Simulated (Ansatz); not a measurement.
**What SbAs (model cell, started as layered BN type) distorts into**

Wanted: the energy along a soft mode of SbAs (model cell, started as layered BN type) and the structure at the end.

Method: DFT LDA, scalar-relativistic, plane waves, PAW, in Ansatz 0.2.0.

Most raw output is cut from this account.

The structure was built from a prototype and need not be the compound's stable phase.

### Step 1. The structure

The structure is hexagonal, space group P6_3/mmc (No. 194). Conventional cell: a = 4.814 Å, b = 4.814 Å, c = 5.773 Å, α = 90.00°, β = 90.00°, γ = 120.00°. Nearest to Sb lie 5 As at 2.78 to 2.89 Å. As has 5 Sb at 2.78 to 2.89 Å nearest. Farther neighbours are not listed.

### Step 2. Response at finite wavevector

The cell comes from relaxations at this level that are not shown. Stability and thermal properties need the whole zone. Linear response on a 3×3×2 q mesh gives force constants as far as a supercell of that size would.

Input file input.yaml:

```yaml
crystal:
  lattice:
    - [4.8143036723, 0.0, 0.0]
    - [-2.4071518361, 4.1693092817, 0.0]
    - [0.0, 0.0, 5.7732547121]
  atoms:
    - { symbol: Sb, position: [0.3333333333, 0.6666666667, 0.25] }
    - { symbol: Sb, position: [0.6666666667, 0.3333333333, 0.75] }
    - { symbol: As, position: [0.6666666667, 0.3333333333, 0.25] }
    - { symbol: As, position: [0.3333333333, 0.6666666667, 0.75] }
kpoints:
  mp_grid: { grid: [12, 12, 6] }
hamiltonian:
  xc: lda
scf:
  occupations: { method: methfessel_paxton, width: 0.2 }
output:
  eigenvalues: true
phonons:
  method: dfpt
  qmesh: [3, 3, 2]
  temperatures: { t_max: 1000, t_step: 50 }
  qpath:
    path:
      - [[0.0, 0.0, 0.0], [0.5, 0.0, 0.0], [0.33333333, 0.33333333, 0.0], [0.0, 0.0, 0.0], [0.0, 0.0, 0.5], [0.5, 0.0, 0.5], [0.33333333, 0.33333333, 0.5], [0.0, 0.0, 0.5]]
      - [[0.5, 0.0, 0.5], [0.5, 0.0, 0.0]]
      - [[0.33333333, 0.33333333, 0.5], [0.33333333, 0.33333333, 0.0]]
    npoints: 10
```

The run is started by

```console
ansatz run input.yaml --threads 4 --pin off --max-ram 7168MiB --backend cpu --events-out ev --progress --plain --runs-dir out
```

Elapsed: 6 min, on 4 threads of Intel Xeon 6975P-C (Granite Rapids), shared host; peak memory 3.2 GiB.

Numbers from this step:

| Quantity | Value |
| --- | --- |
| volume per atom | 28.97 Å³ |
| gap on the k-mesh | 0 eV |
| sum-rule residual before enforcement | 4.97e-5 eV/Å² |
| lowest frequency on the path | -126.7 cm⁻¹ |
| point group | 6/mmm |
| highest frequency on the path or at a solved wavevector | 158.0 cm⁻¹ |
| highest optical mode at the zone centre (no LO-TO term) | 158.0 cm⁻¹ |
| lowest optical zone-centre mode | -126.7 cm⁻¹ |
| lowest mode on the q mesh (acoustic modes at Γ apart) | -126.7 cm⁻¹ |

Frequencies (cm⁻¹) solved at each irreducible wavevector; negative means imaginary. Frequencies by wavevector, by row:

```tsv
q in reciprocal lattice units	star	mode 1	mode 2	mode 3	mode 4	mode 10	mode 11	mode 12
0 0 0	1	-126.7	0	0	0	140.2	140.2	158
0 0 -0.5	1	35.4	35.4	35.4	35.4	116.4	131	131
0 0.3333 0	6	-52.2	-31.6	-21.2	38.1	121	134	140.4
0 0.3333 -0.5	6	33.8	33.8	86.3	86.3	134.8	150.7	150.7
0.3333 0.3333 0	2	-88	-19.3	25.2	56.2	119.7	140.9	140.9
0.3333 0.3333 -0.5	2	14.2	14.2	65.9	65.9	141.7	156	156
```

Interpolated from a 3×3×2 q mesh. The phonon branches at the labelled points (cm⁻¹):

```tsv
point	branch 1	branch 2	branch 3	branch 4	branch 9	branch 10	branch 11	branch 12
Γ	-127	0	0	0	89	140	140	158
halfway	-87	-31	-27	30	130	133	135	139
M	-29	45	48	63	108	109	125	140
halfway	-57	33	39	49	111	114	138	142
K	-88	-19	25	56	120	120	141	141
halfway	-73	-35	-31	34	118	129	140	142
Γ	-127	0	0	0	89	140	140	158
halfway	-52	24	24	31	106	134	134	153
A	35	35	35	35	116	116	131	131
halfway	28	28	73	73	132	132	145	145
L	47	47	99	99	135	135	154	154
halfway	33	33	90	90	142	142	156	156
H	14	14	66	66	142	142	156	156
halfway	18	18	81	81	137	137	148	148
A	35	35	35	35	116	116	131	131
jump to L	47	47	99	99	135	135	154	154
halfway	20	51	85	89	118	122	135	143
M	-29	45	48	63	108	109	125	140
jump to H	14	14	66	66	142	142	156	156
halfway	-64	30	33	68	125	125	145	145
K	-88	-19	25	56	120	120	141	141
```

Symmetry leaves 6 wavevectors to solve. The lowest mode among them, the acoustic zeros apart, lies at Γ and is imaginary, 126.7i cm⁻¹, so the energy falls along it.

### Step 3. The mode frozen in, largest atomic shift 0 Å

The mode followed lies at q = (0.333, 0.333, 0) with frequency 88.0i cm⁻¹, one of the unstable modes though not the softest. At small amplitude the distorted cell has space group no. 176 by a symmetry search on the positions. The undistorted cell that holds it gives the zero of energy on the same k mesh.

System of this step: SbAs (model cell, started as layered BN type). It takes space group P6_3/mmc (No. 194, hexagonal). Conventional cell: a = 4.814 Å, b = 4.814 Å, c = 5.773 Å, α = 90.00°, β = 90.00°, γ = 120.00°. Nearest to Sb lie 5 As at 2.78 to 2.89 Å. Nearest to As lie 5 Sb at 2.78 to 2.89 Å. Farther neighbours are not listed.

Input file input.yaml:

```yaml
crystal:
  lattice:
    - [0.0, 0.0, 5.7732547121]
    - [7.2214555084, 4.1693092817, 0.0]
    - [0.0, 8.3386185634, 0.0]
  atoms:
    - { symbol: Sb, position: [0.25, 0.0, 0.3333333333] }
    - { symbol: Sb, position: [0.25, 0.3333333333, 0.6666666667] }
    - { symbol: Sb, position: [0.25, 0.6666666667, 0.0] }
    - { symbol: Sb, position: [0.75, 0.3333333333, 1.0] }
    - { symbol: Sb, position: [0.75, 0.6666666667, 0.3333333333] }
    - { symbol: Sb, position: [0.75, 0.0, 0.6666666667] }
    - { symbol: As, position: [0.25, 0.3333333333, 1.0] }
    - { symbol: As, position: [0.25, 0.6666666667, 0.3333333333] }
    - { symbol: As, position: [0.25, 0.0, 0.6666666667] }
    - { symbol: As, position: [0.75, 0.0, 0.3333333333] }
    - { symbol: As, position: [0.75, 0.3333333333, 0.6666666667] }
    - { symbol: As, position: [0.75, 0.6666666667, 0.0] }
kpoints:
  mp_grid: { grid: [6, 6, 6] }
hamiltonian:
  xc: lda
scf:
  occupations: { method: methfessel_paxton, width: 0.2 }
output:
  forces: true
  stress: true
  eigenvalues: true
```

It took 6.7 s on 4 threads; peak memory 1.5 GiB.

This step gave:

- pressure: -0.005257 GPa
- energy from the undistorted cell: 0 meV/atom

The run ends at a pressure of -0.01 GPa.

### Step 4. The mode frozen in, largest atomic shift 0.14 Å

The atoms are moved along the unstable eigenvector, the largest shift by 0.14 Å, with the cell fixed.

Input file input.yaml:

```yaml
crystal:
  lattice:
    - [0.0, 0.0, 5.7732547121]
    - [7.2214555084, 4.1693092817, 0.0]
    - [0.0, 8.3386185634, 0.0]
  atoms:
    - { symbol: Sb, position: [0.25, 0.000926315, 0.3314807585] }
    - { symbol: Sb, position: [0.25, 0.3314807585, 0.6675929481] }
    - { symbol: Sb, position: [0.25, 0.6675929601, 0.0009263271] }
    - { symbol: Sb, position: [0.75, 0.3351859082, 0.9990737858] }
    - { symbol: Sb, position: [0.75, 0.6657403853, 0.3351859082] }
    - { symbol: Sb, position: [0.75, -0.0009263271, 0.6657403732] }
    - { symbol: As, position: [0.25, 0.3139466599, 1.0096929101] }
    - { symbol: As, position: [0.25, 0.67636028, 0.3139466599] }
    - { symbol: As, position: [0.25, 0.0096934118, 0.6763597268] }
    - { symbol: As, position: [0.75, -0.009693965, 0.3527200068] }
    - { symbol: As, position: [0.75, 0.3527200068, 0.6569730533] }
    - { symbol: As, position: [0.75, 0.6569736065, -0.0096934118] }
kpoints:
  mp_grid: { grid: [6, 6, 6] }
hamiltonian:
  xc: lda
scf:
  occupations: { method: methfessel_paxton, width: 0.2 }
output:
  forces: true
  stress: true
  eigenvalues: true
```

Elapsed: 8 s, on 4 threads; peak memory 1.6 GiB; 31 s of CPU time.

This step gave:

- pressure: 0.4472 GPa
- energy from the undistorted cell: -6.617 meV/atom

The energy, extrapolated to zero smearing, is -6.62 meV/atom against the undistorted cell.

The run ends at a pressure of 0.45 GPa, with forces up to 0.14 eV/Å.

### Step 5. Energy along the mode, all amplitudes (two of the runs are shown above)

An imaginary frequency means negative curvature, so the energy should fall and then rise again as anharmonic terms take over.

Numbers from this step:

- depth at the lowest point sampled: 6.617 meV/atom
- largest atomic shift at that point: 0.14 Å

Energy from the parent against largest atomic shift:

```tsv
largest atomic shift (Å)	energy from the parent (meV/atom)
0.000	0
0.040	-0.901
0.080	-3.13
0.140	-6.62
0.220	-3.58
0.320	28.9
```

Displacement at unit largest shift by atom:

```tsv
atom	x (Å)	y (Å)	z (Å)	size
Sb1	0.05	-0.08	0.00	0.10
Sb2	-0.10	0.00	0.00	0.10
Sb3	0.05	0.08	0.00	0.10
Sb4	0.10	0.00	0.00	0.10
Sb5	-0.05	0.08	0.00	0.10
Sb6	-0.05	-0.08	0.00	0.10
As7	-1.00	0.00	0.00	1.00
As8	0.50	-0.87	0.00	1.00
As9	0.50	0.87	0.00	1.00
As10	-0.50	0.87	0.00	1.00
As11	1.00	0.00	0.00	1.00
As12	-0.50	-0.87	0.00	1.00
```

The lowest of the steps tried is at 0.14 Å, 6.62 meV/atom below the parent; the bottom of the well need not coincide with a step.

### Step 6. Relaxing from the distorted cell

Starting from the lowest point found, all atoms and the cell are let go, so that strain and other modes of the same symmetry can join in.

Changes to input.yaml since step 4:

```diff
@@ -28 +28,6 @@
   eigenvalues: true
+relax:
+  adjacent_minimum: "off"
+  f_tol: 0.002
+  max_steps: 120
+  cell: { stress_tol: 0.03 }
```

The job ended after 1.7 min (4 threads; peak memory 1.7 GiB).

Relaxation path:

```tsv
step	energy less that of the first step (eV)	largest force component (eV/Å)	pressure (GPa)	volume (Å³)
1	0.0000	0.1312	0.45	347.65
2	-0.0647	0.1462	-0.89	354.48
3	-0.1043	0.1005	-0.35	350.56
4	-0.1195	0.0414	-0.06	347.31
5	-0.1223	0.0199	0.11	347.45
6	-0.1250	0.0165	0.04	349.92
7	-0.1278	0.0360	0.04	356.44
8	-0.1300	0.0067	0.04	354.57
9	-0.1301	0.0021	-0.01	355.71
10	-0.1301	0.0006	0.00	355.74
11*	-0.1317	0.0005	0.00	355.74
```

Relaxation steps marked * repeat the geometry before them on a plane-wave basis chosen anew for their cell, so energy and pressure can jump there.

The run keeps the 12 symmetry operations that it works with, so distortions that break them were not tested.

```tsv
cell as run	before	after	change
a (Å)	5.773	5.771	-0.0 %
b (Å)	8.339	8.437	+1.2 %
c (Å)	8.339	8.437	+1.2 %
volume (Å³/atom)	28.97	29.64	+2.3 %
```

The atoms that moved most (Å, as changes of fractional coordinates times the final cell):

```tsv
atom	dx	dy	dz	length
Sb4	0.006	-0.156	0.000	0.157
Sb1	-0.132	-0.084	0.000	0.157
Sb3	0.139	-0.073	0.000	0.157
Sb5	0.132	0.084	0.000	0.157
Sb6	-0.139	0.073	0.000	0.157
Sb2	-0.006	0.156	0.000	0.157
As12	-0.072	-0.081	0.000	0.108
As8	0.034	-0.103	0.000	0.108
```

The relaxed structure:

```xyz
12
Lattice="0.0000 0.0000 5.7709 7.3065 4.2184 0.0000 0.0000 8.4368 0.0000" Properties=species:S:1:pos:R:3 pbc="T T T"
Sb   -0.1256    2.7170    1.4427
Sb    2.4158    7.1871    1.4427
Sb    5.0163    2.7511    1.4427
Sb    2.4551    9.6865    4.3282
Sb    4.9966    5.7198    4.3282
Sb   -0.1453    5.6857    4.3282
As    2.1878    9.8644    1.4427
As    4.9763    5.3993    1.4427
As    0.1424    5.8283    1.4427
As   -0.1053    3.0375    4.3282
As    2.6832    7.0092    4.3282
As    4.7285    2.6084    4.3282
```

This step gave:

| Item | Value |
| --- | --- |
| pressure | 0.002755 GPa |
| volume per atom | 29.64 Å³ |

The distorted start has space group P6_3/m; the relaxation ends in P6_3/m.

### Step 7. The phases reached

The phases reached along the modes that were followed are set side by side.

Energies are those of the first relaxation, on the mesh of the frozen mode; space group, volume and gap are those of the last relaxation. Phases, by row:

```tsv
mode frozen in	space group	energy from parent (meV/atom)	volume (Å³/atom)	gap on mesh (eV)	lowest zone-centre optical mode (cm⁻¹)	largest shift (Å)
parent	P6_3/mmc	0	28.97	0	–	–
q = (0, 0, 0), 127i cm⁻¹	P6_3mc	-20.73	30	0	27.2	0.156
q = (0.333, 0.333, 0), 88i cm⁻¹	P6_3/m	-17.59	29.64	0	–	0.249
```

### Step 8. Outcome

```json
{"unstable mode of the parent": "q = (0.333, 0.333, 0), 88i cm⁻¹", "depth at the lowest point sampled": "6.62 meV/atom", "largest atomic shift at that point": "0.14 Å", "space group reached (within 0.01 Å)": "P6_3/m", "energy gained over the parent (first relaxation, on the mesh of the frozen mode)": "17.6 meV/atom", "volume per atom, phase reached": "29.6 Å³"}
```

In words: Along this mode the structure falls into P6_3/m, 17.6 meV/atom below the parent. At the parent's cell the well is 6.617 meV/atom deep on the steps tried, with its lowest point at a shift of 0.14 Å. Relaxing atoms and cell changes the gain by +10.97 meV/atom against the lowest step (energies at zero smearing). Most of the total comes from this relaxation. The modes of the phase reached were not computed on this path. Of the 2 patterns followed to their end from this parent, this one ends 3.14 meV/atom above the lowest, P6_3mc. Each path keeps the symmetry of its pattern, so a lower phase may lie along a pattern not tried. With no gap, or one that is small against the smearing, the frequencies hang on the k mesh and the smearing, most of all near Kohn anomalies. Spin-orbit coupling is left out, which can matter for the heavy elements here. A phonon run warned that its eigensolver left some bands unconverged in a pass. The starting cell was built on a prototype and not taken from a measurement, so the phase need not exist.

[Logs are printed without paths, hosts, clocks, repeated set-up lines and the standing remarks that a program may print on its own settings, such as how far it seeks lower states.]

[Hosts, paths, dates, database ids (printed as entryN), source tags and the programs' standing remarks are cut or masked in the printed files.]
